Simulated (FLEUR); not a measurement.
# Collinear magnetic orders of MnBe3 with FLEUR, part 3 of 3

Wanted: the moments of MnBe3 and the energy of each order that was tried.

FLEUR MaX-R8.1; LDA (VWN); all-electron FLAPW, Dirac cores, scalar-relativistic bands.

So far, largest spin moment in the muffin-tin sphere (μB): step 2 (start 1: ferro +) 0.903; step 3 (run 2 (antiferro q=(0,0,1/2) +-)) 0.820.

### Step 4. Order 3, typed as antiferro q=(1/2,1/2,1/2) +-

Another pattern of signs weighs the neighbour shells otherwise.

This order needs a doubled cell of 8 atoms. The mesh is halved along the doubled vector, so that both cells sample the same points. The k list default-1 (kpts.xml, not shown) is a Γ-centred 4×8×8 mesh.

File inp.xml:

```
<?xml version="1.0" encoding="UTF-8" standalone="no"?>
<fleurInput fleurInputVersion="0.39">
   <comment>
      MnBe3
   </comment>
   <calculationSetup>
      <cutoffs Kmax="3.87" Gmax="11.6" GmaxXC="11.6" numbands="0"/>
      <scfLoop itmax="90" minDistance="0.00002" maxIterBroyd="15" imix="Anderson" alpha="0.05" precondParam="0.7" spinf="2.0" sdNocoIR="T"/>
      <coreElectrons ctail="T" frcor="F" kcrel="0" coretail_lmax="0"/>
      <xcFunctional name="vwn" relativisticCorrections="F"/>
      <magnetism jspins="2"/>
      <soc l_soc="F" theta="0.0" phi="0.0" spav="F"/>
      <expertModes spex="0" secvar="F"/>
      <geometryOptimization l_f="F" forcealpha="1.0" forcemix="BFGS" epsdisp="0.00001" epsforce="0.00001"/>
      <ldaU l_linMix="F" mixParam="0.05" spinf="1.0"/>
   </calculationSetup>
   <cell>
      <bzIntegration valenceElectrons="42.0" mode="hist" fermiSmearingEnergy="0.00110248">
         <kPointListSelection listName="default-1"/>
         <xi:include xmlns:xi="http://www.w3.org/2001/XInclude" href="kpts.xml"> </xi:include>
      </bzIntegration>
      <xi:include xmlns:xi="http://www.w3.org/2001/XInclude" href="sym.xml"> </xi:include>
      <bulkLattice scale="1.0">
         <bravaisMatrix>
            <row-1>   12.2898131652601030     0.0000000000000000     0.0000000000000000</row-1>
            <row-2>    6.1449065826300515     6.1449065826300515     0.0000000000000000</row-2>
            <row-3>    6.1449065826300515     0.0000000000000000     6.1449065826300515</row-3>
         </bravaisMatrix>
      </bulkLattice>
   </cell>
   <atomSpecies>
      <species name="Beryllium (Be)" element="Be" atomicNumber="4">
         <mtSphere radius="2.12" gridPoints="701" logIncrement="0.015"/>
         <atomicCutoffs lmax="8" lnonsphr="6"/>
         <electronConfig flipSpins="F">
            <coreConfig>(1s1/2)</coreConfig>
            <valenceConfig>(2s1/2)</valenceConfig>
         </electronConfig>
         <energyParameters s="2" p="2" d="3" f="4"/>
      </species>
      <species name="Manganese 3.501" element="Mn" atomicNumber="25">
         <mtSphere radius="2.12" gridPoints="701" logIncrement="0.017"/>
         <atomicCutoffs lmax="8" lnonsphr="6"/>
         <electronConfig flipSpins="F">
            <coreConfig>(1s1/2) (2s1/2) (2p1/2) (2p3/2)</coreConfig>
            <valenceConfig>(3s1/2) (3p1/2) (3p3/2) (4s1/2) (3d3/2) (3d5/2)</valenceConfig>
            <stateOccupation state="(3d3/2)" spinUp="1.2505" spinDown="0.7495"/>
            <stateOccupation state="(3d5/2)" spinUp="3.0" spinDown="0.0"/>
         </electronConfig>
         <energyParameters s="4" p="4" d="3" f="4"/>
         <lo type="SCLO" l="0" n="3" eDeriv="0"/>
         <lo type="SCLO" l="1" n="3" eDeriv="0"/>
      </species>
      <species name="Manganese -3.501" element="Mn" atomicNumber="25">
         <mtSphere radius="2.12" gridPoints="701" logIncrement="0.017"/>
         <atomicCutoffs lmax="8" lnonsphr="6"/>
         <electronConfig flipSpins="F">
            <coreConfig>(1s1/2) (2s1/2) (2p1/2) (2p3/2)</coreConfig>
            <valenceConfig>(3s1/2) (3p1/2) (3p3/2) (4s1/2) (3d3/2) (3d5/2)</valenceConfig>
            <stateOccupation state="(3d3/2)" spinUp="0.7495" spinDown="1.2505"/>
            <stateOccupation state="(3d5/2)" spinUp="0.0" spinDown="3.0"/>
         </electronConfig>
         <energyParameters s="4" p="4" d="3" f="4"/>
         <lo type="SCLO" l="0" n="3" eDeriv="0"/>
         <lo type="SCLO" l="1" n="3" eDeriv="0"/>
      </species>
   </atomSpecies>
   <atomGroups>
      <atomGroup species="Beryllium (Be)">
         <relPos label="                   1">1.000/2.000 1.000/2.000 1.000/2.000</relPos>
         <relPos label="                   2">.0000000000 1.000/2.000 1.000/2.000</relPos>
         <force calculate="T" relaxXYZ="TTT"/>
      </atomGroup>
      <atomGroup species="Beryllium (Be)">
         <relPos label="                   3">.0000000000 .0000000000 1.000/2.000</relPos>
         <relPos label="                   4">1.000/2.000 .0000000000 1.000/2.000</relPos>
         <relPos label="                   5">.0000000000 1.000/2.000 .0000000000</relPos>
         <relPos label="                   6">1.000/2.000 1.000/2.000 .0000000000</relPos>
         <force calculate="T" relaxXYZ="TTT"/>
      </atomGroup>
      <atomGroup species="Manganese 3.501">
         <relPos label="                   7">.0000000000 .0000000000 .0000000000</relPos>
         <force calculate="T" relaxXYZ="TTT"/>
      </atomGroup>
      <atomGroup species="Manganese -3.501">
         <relPos label="                   8">1.000/2.000 .0000000000 .0000000000</relPos>
         <force calculate="T" relaxXYZ="TTT"/>
      </atomGroup>
   </atomGroups>
   <output dos="F" band="F" slice="F">
      <bandDOS minEnergy="-.5*Htr" maxEnergy="0.5*Htr" sigma="0.015" storeEVData="T"/>
      <plotting iplot="0" polar="F">
         <plot TwoD="T" vec1="  1.0  0.0  0.0" vec2="  0.0  1.0  0.0" vec3="  0.0  0.0  1.0" zero="  0.0  0.0  0.0" file="plot"/>
      </plotting>
      <moessbauerParams electricFieldGradient="F" isomerShift="F" coreHyperfine="F" valenceHyperfine="F"/>
   </output>
</fleurInput>
```

File crystal.txt:

```
MnBe3
&input film=F cartesian=F /
6.50348905340  0.00000000000  0.00000000000
3.25174452670  3.25174452670  0.00000000000
3.25174452670  0.00000000000  3.25174452670
1.8897261246
1.0 1.0 1.0

8
4 0.50000000000  0.50000000000  0.50000000000
4 0.00000000000  0.50000000000  0.50000000000
4 0.00000000000  0.00000000000  0.50000000000
4 0.50000000000  0.00000000000  0.50000000000
4 0.00000000000  0.50000000000  0.00000000000
4 0.50000000000  0.50000000000  0.00000000000
25 0.00000000000  0.00000000000  0.00000000000 : 3.501
25 0.50000000000  0.00000000000  0.00000000000 : -3.501

&kpt div1=4 div2=8 div3=8 gamma=T /
```

Launch:

```console
> OMP_NUM_THREADS=1 inpgen -f crystal.txt > inpgen.log  # inp.xml is then edited as shown
> OMP_NUM_THREADS=1 mpirun -n 4 fleur_MPI > fleur.log
```

The program printed:

```text
[banner, memory and clock lines left out]
Welcome to FLEUR        (www.flapw.de)
      MaX-Release 8.1          (www.max-centre.eu)

 ========== k-point set info ==========
 Selected k-point list: default-1
 k-point list type: mesh
 0 x 0 x 0
 Number of k points: 40

 [... set-up left out ...]
 Iteration:     1   Distance:      26.28462753 me/bohr^3
Nuclear radius smaller than smallest radial mesh point for atom type 1 -- skipping its core isomer shift
Nuclear radius smaller than smallest radial mesh point for atom type 2 -- skipping its core isomer shift
[...]
<sumOfEigenvalues value="    -1380.4231149298">
               <coreElectrons value="-1357.7146451121"/>
               <valenceElectrons value="-22.7084698177"/>
            </sumOfEigenvalues>
         [... left out ...]
            <freeEnergy value="-2400.7818987110"/>
            <extrapolationTo0K value="-2400.7813181063"/>
         </totalEnergy>
         <densityConvergence units="me/bohr^3">
            <chargeDensity spin="1" distance="0.0000075173"/>
            <chargeDensity spin="2" distance="0.0000075079"/>
            <overallChargeDensity distance="0.0000067674"/>
            <spinDensity distance="0.0000134149"/>
         </densityConvergence>
      </iteration>
```

Elapsed: 87 s, on 4 MPI ranks of Intel Xeon Platinum 8488C (Sapphire Rapids), shared host; peak memory 0.34 GiB.

The spin moment in the muffin-tin sphere vanishes on all atoms.

Numbers from this step:

| Quantity | Value |
| --- | --- |
| free energy | -65328.6035 eV |
| program's band gap on this mesh (in a metal only a level spacing) | 4.42e-8 eV |
| final state | non-magnetic |

It lies 66.7 meV a seeded atom over the first start.

### Step 5. Start 4: antiferro q=(0,1/2,1/2) +-

Another pattern of signs weighs the neighbour shells otherwise.

The cell is doubled to 8 atoms to hold this order. The mesh is halved along the doubled vector, so that both cells sample the same points. The k list default-1 (kpts.xml, not shown) is a Γ-centred 8×4×8 mesh.

Changes to inp.xml since step 4:

```diff
@@ -24,5 +24,5 @@
          <bravaisMatrix>
-            <row-1>   12.2898131652601030     0.0000000000000000     0.0000000000000000</row-1>
-            <row-2>    6.1449065826300515     6.1449065826300515     0.0000000000000000</row-2>
-            <row-3>    6.1449065826300515     0.0000000000000000     6.1449065826300515</row-3>
+            <row-1>    6.1449065826300515     0.0000000000000000     0.0000000000000000</row-1>
+            <row-2>    0.0000000000000000    12.2898131652601030     0.0000000000000000</row-2>
+            <row-3>    0.0000000000000000     6.1449065826300515     6.1449065826300515</row-3>
          </bravaisMatrix>
@@ -69,3 +69,3 @@
       <atomGroup species="Beryllium (Be)">
-         <relPos label="                   1">1.000/2.000 1.000/2.000 1.000/2.000</relPos>
+         <relPos label="                   1">.0000000000 .0000000000 1.000/2.000</relPos>
          <relPos label="                   2">.0000000000 1.000/2.000 1.000/2.000</relPos>
@@ -74,6 +74,9 @@
       <atomGroup species="Beryllium (Be)">
-         <relPos label="                   3">.0000000000 .0000000000 1.000/2.000</relPos>
-         <relPos label="                   4">1.000/2.000 .0000000000 1.000/2.000</relPos>
-         <relPos label="                   5">.0000000000 1.000/2.000 .0000000000</relPos>
-         <relPos label="                   6">1.000/2.000 1.000/2.000 .0000000000</relPos>
+         <relPos label="                   3">1.000/2.000 -1.000/4.000 1.000/2.000</relPos>
+         <relPos label="                   4">1.000/2.000 1.000/4.000 1.000/2.000</relPos>
+         <force calculate="T" relaxXYZ="TTT"/>
+      </atomGroup>
+      <atomGroup species="Beryllium (Be)">
+         <relPos label="                   5">1.000/2.000 1.000/4.000 .0000000000</relPos>
+         <relPos label="                   6">1.000/2.000 -1.000/4.000 .0000000000</relPos>
          <force calculate="T" relaxXYZ="TTT"/>
@@ -85,3 +88,3 @@
       <atomGroup species="Manganese -3.501">
-         <relPos label="                   8">1.000/2.000 .0000000000 .0000000000</relPos>
+         <relPos label="                   8">.0000000000 1.000/2.000 .0000000000</relPos>
          <force calculate="T" relaxXYZ="TTT"/>
```

File crystal.txt:

```
MnBe3
&input film=F cartesian=F /
3.25174452670  0.00000000000  0.00000000000
0.00000000000  6.50348905340  0.00000000000
0.00000000000  3.25174452670  3.25174452670
1.8897261246
1.0 1.0 1.0

8
4 0.00000000000  0.00000000000  0.50000000000
4 0.00000000000  0.50000000000  0.50000000000
4 0.50000000000  0.75000000000  0.50000000000
4 0.50000000000  0.25000000000  0.50000000000
4 0.50000000000  0.25000000000  0.00000000000
4 0.50000000000  0.75000000000  0.00000000000
25 0.00000000000  0.00000000000  0.00000000000 : 3.501
25 0.00000000000  0.50000000000  0.00000000000 : -3.501

&kpt div1=8 div2=4 div3=8 gamma=T /
```

The program printed:

```text
[banner, memory and clock lines left out]
Welcome to FLEUR        (www.flapw.de)
      MaX-Release 8.1          (www.max-centre.eu)

 ========== k-point set info ==========
 Selected k-point list: default-1
 k-point list type: mesh
 0 x 0 x 0
 Number of k points: 68

 [... set-up left out ...]
 Iteration:     1   Distance:      22.47434615 me/bohr^3
Nuclear radius smaller than smallest radial mesh point for atom type 1 -- skipping its core isomer shift
Nuclear radius smaller than smallest radial mesh point for atom type 2 -- skipping its core isomer shift
[...]
<sumOfEigenvalues value="    -1380.3864601628">
               <coreElectrons value="-1357.6877216417"/>
               <valenceElectrons value="-22.6987385210"/>
            </sumOfEigenvalues>
         [... left out ...]
            <freeEnergy value="-2400.7828516786"/>
            <extrapolationTo0K value="-2400.7825619337"/>
         </totalEnergy>
         <densityConvergence units="me/bohr^3">
            <chargeDensity spin="1" distance="0.0000082605"/>
            <chargeDensity spin="2" distance="0.0000081519"/>
            <overallChargeDensity distance="0.0000065476"/>
            <spinDensity distance="0.0000150501"/>
         </densityConvergence>
      </iteration>
```

It took 2.5 min on 4 MPI ranks; peak memory 0.39 GiB; 10 min of CPU time.

This step gave:

```
free energy                                                       : -65328.6295 eV
program's band gap on this mesh (in a metal only a level spacing) : 0.01418 eV
magnetization                                                     : 0 μB
final state                                                       : antiferromagnetic
largest moment                                                    : 0.6340 μB
```

It lies 53.7 meV a seeded atom over the first start, and its largest moment is 0.634 μB against 0.903 μB.

### Step 6. Start 5: no spin polarisation

Without spin polarisation no moment can form, so the difference from the other runs is what forming moments gains.

The k list default-1 (kpts.xml, not shown) is a Γ-centred 8×8×8 mesh.

File inp.xml:

```
<?xml version="1.0" encoding="UTF-8" standalone="no"?>
<fleurInput fleurInputVersion="0.39">
   <comment>
      MnBe3
   </comment>
   <calculationSetup>
      <cutoffs Kmax="3.87" Gmax="11.6" GmaxXC="11.6" numbands="0"/>
      <scfLoop itmax="90" minDistance="0.00002" maxIterBroyd="15" imix="Anderson" alpha="0.05" precondParam="0.7" spinf="2.0" sdNocoIR="T"/>
      <coreElectrons ctail="T" frcor="F" kcrel="0" coretail_lmax="0"/>
      <xcFunctional name="vwn" relativisticCorrections="F"/>
      <magnetism jspins="1"/>
      <soc l_soc="F" theta="0.0" phi="0.0" spav="F"/>
      <expertModes spex="0" secvar="F"/>
      <geometryOptimization l_f="F" forcealpha="1.0" forcemix="BFGS" epsdisp="0.00001" epsforce="0.00001"/>
      <ldaU l_linMix="F" mixParam="0.05" spinf="1.0"/>
   </calculationSetup>
   <cell>
      <bzIntegration valenceElectrons="21.0" mode="hist" fermiSmearingEnergy="0.00110248">
         <kPointListSelection listName="default-1"/>
         <xi:include xmlns:xi="http://www.w3.org/2001/XInclude" href="kpts.xml"> </xi:include>
      </bzIntegration>
      <xi:include xmlns:xi="http://www.w3.org/2001/XInclude" href="sym.xml"> </xi:include>
      <bulkLattice scale="1.0">
         <bravaisMatrix>
            <row-1>    6.1449065826300515     0.0000000000000000     0.0000000000000000</row-1>
            <row-2>    0.0000000000000000     6.1449065826300515     0.0000000000000000</row-2>
            <row-3>    0.0000000000000000     0.0000000000000000     6.1449065826300515</row-3>
         </bravaisMatrix>
      </bulkLattice>
   </cell>
   <atomSpecies>
      <species name="Beryllium (Be)" element="Be" atomicNumber="4">
         <mtSphere radius="2.12" gridPoints="701" logIncrement="0.015"/>
         <atomicCutoffs lmax="8" lnonsphr="6"/>
         <electronConfig flipSpins="F">
            <coreConfig>(1s1/2)</coreConfig>
            <valenceConfig>(2s1/2)</valenceConfig>
         </electronConfig>
         <energyParameters s="2" p="2" d="3" f="4"/>
      </species>
      <species name="Manganese (Mn)" element="Mn" atomicNumber="25">
         <mtSphere radius="2.12" gridPoints="701" logIncrement="0.017"/>
         <atomicCutoffs lmax="8" lnonsphr="6"/>
         <electronConfig flipSpins="F">
            <coreConfig>(1s1/2) (2s1/2) (2p1/2) (2p3/2)</coreConfig>
            <valenceConfig>(3s1/2) (3p1/2) (3p3/2) (4s1/2) (3d3/2) (3d5/2)</valenceConfig>
            <stateOccupation state="(3d3/2)" spinUp="1.000000" spinDown="1.000000"/>
            <stateOccupation state="(3d5/2)" spinUp="1.500000" spinDown="1.500000"/>
         </electronConfig>
         <energyParameters s="4" p="4" d="3" f="4"/>
         <lo type="SCLO" l="0" n="3" eDeriv="0"/>
         <lo type="SCLO" l="1" n="3" eDeriv="0"/>
      </species>
   </atomSpecies>
   <atomGroups>
      <atomGroup species="Beryllium (Be)">
         <relPos label="                   1">.0000000000 1.000/2.000 1.000/2.000</relPos>
         <relPos label="                   2">1.000/2.000 .0000000000 1.000/2.000</relPos>
         <relPos label="                   3">1.000/2.000 1.000/2.000 .0000000000</relPos>
         <force calculate="T" relaxXYZ="TTT"/>
      </atomGroup>
      <atomGroup species="Manganese (Mn)">
         <relPos label="                   4">.0000000000 .0000000000 .0000000000</relPos>
         <force calculate="T" relaxXYZ="TTT"/>
      </atomGroup>
   </atomGroups>
   <output dos="F" band="F" slice="F">
      <bandDOS minEnergy="-.5*Htr" maxEnergy="0.5*Htr" sigma="0.015" storeEVData="T"/>
      <plotting iplot="0" polar="F">
         <plot TwoD="T" vec1="  1.0  0.0  0.0" vec2="  0.0  1.0  0.0" vec3="  0.0  0.0  1.0" zero="  0.0  0.0  0.0" file="plot"/>
      </plotting>
      <moessbauerParams electricFieldGradient="F" isomerShift="F" coreHyperfine="F" valenceHyperfine="F"/>
   </output>
</fleurInput>
```

File crystal.txt:

```
MnBe3
&input film=F cartesian=F /
3.25174452670  0.00000000000  0.00000000000
0.00000000000  3.25174452670  0.00000000000
0.00000000000  0.00000000000  3.25174452670
1.8897261246
1.0 1.0 1.0

4
4 0.00000000000  0.50000000000  0.50000000000
4 0.50000000000  0.00000000000  0.50000000000
4 0.50000000000  0.50000000000  0.00000000000
25 0.00000000000  0.00000000000  0.00000000000

&kpt div1=8 div2=8 div3=8 gamma=T /
```

The program printed:

```text
[banner, memory and clock lines left out]
Welcome to FLEUR        (www.flapw.de)
      MaX-Release 8.1          (www.max-centre.eu)

 ========== k-point set info ==========
 Selected k-point list: default-1
 k-point list type: mesh
 0 x 0 x 0
 Number of k points: 36

 [... set-up left out ...]
 Iteration:     1   Distance:      14.76105622 me/bohr^3
Nuclear radius smaller than smallest radial mesh point for atom type 1 -- skipping its core isomer shift
 Iteration:     2   Distance:      12.76166605 me/bohr^3
[...]
<FermiEnergy value="0.3096237657" units="Htr"/>
         [... left out ...]
         <totalEnergy value="    -1200.3903687521" units="Htr">
            <sumOfEigenvalues value="     -690.2115586754">
               <coreElectrons value="-678.8573236518"/>
               <valenceElectrons value="-11.3542350237"/>
            </sumOfEigenvalues>
         [... left out ...]
            <freeEnergy value="-1200.3909493568"/>
            <extrapolationTo0K value="-1200.3906590544"/>
         </totalEnergy>
         <densityConvergence units="me/bohr^3">
            <chargeDensity spin="1" distance="0.0000160056"/>
         </densityConvergence>
      </iteration>
```

It took 5.8 s on 4 MPI ranks; peak memory 0.19 GiB.

Read from the output:

```
free energy                                                       : -32664.3018 eV
program's band gap on this mesh (in a metal only a level spacing) : 0.003734 eV
final state                                                       : non-magnetic (no spin polarisation)
```

It lies 66.7 meV a seeded atom over the first start.

### Step 7. Ranking

Free energies are divided by the number of seeded atoms, so that cells of unlike size compare. Wavevectors q in the names are fractions of the primitive cell's reciprocal vectors.

Orders:

| start | final state | typed order kept | energy over the lowest (meV a seeded atom) | largest sphere moment (μB) | net moment (μB a primitive cell) | mesh matched | CPU time (s) |
| --- | --- | --- | --- | --- | --- | --- | --- |
| ferro + | ferromagnetic | yes | 0 | 0.9032 | 0.8238 | yes | 61.33 |
| antiferro q=(0,0,1/2) +- | antiferromagnetic | yes | 24.8 | 0.8199 | 0 | yes | 300.1 |
| antiferro q=(1/2,1/2,1/2) +- | non-magnetic | no | 66.68 | 0 | 0 | yes | 347.8 |
| antiferro q=(0,1/2,1/2) +- | antiferromagnetic | yes | 53.71 | 0.634 | 0 | yes | 606.3 |
| no spin polarisation | non-magnetic | - | 66.68 | 0 | 0 | yes | 22.24 |

### Step 8. Outcome

```
lowest state found                 : ferromagnetic (typed ferro +)
largest site spin moment           : 0.903 μB
next finished state                : antiferromagnetic, 24.8 meV a seeded atom higher
energy gained by spin polarisation : 66.7 meV a seeded atom
```

What this shows: The lowest state found is ferromagnetic, reached from the start ferro +, with moments up to 0.903 μB. The next finished state costs 25 meV a seeded atom. 1 start left the typed pattern (a sign turned, or a seeded moment died or shrank under 0.15 μB), so such an energy belongs to the state reached, not the one typed. This is the lowest of 5 finished starts, no proof of the ground state.

[Logs and program files are shortened in this print: banners, set-up blocks, solver, clock and traceback lines can be left out without a mark of their own.]

[Logs are printed without paths, hosts, clocks, repeated set-up lines and the standing remarks that a program may print on its own settings, such as how far it seeks lower states.]

[Hosts, paths, dates, database ids (printed as entryN), source tags and the programs' standing remarks are cut or masked in the printed files.]

[Where a cell is said to come from a database of computed structures, the database is the Materials Project.]
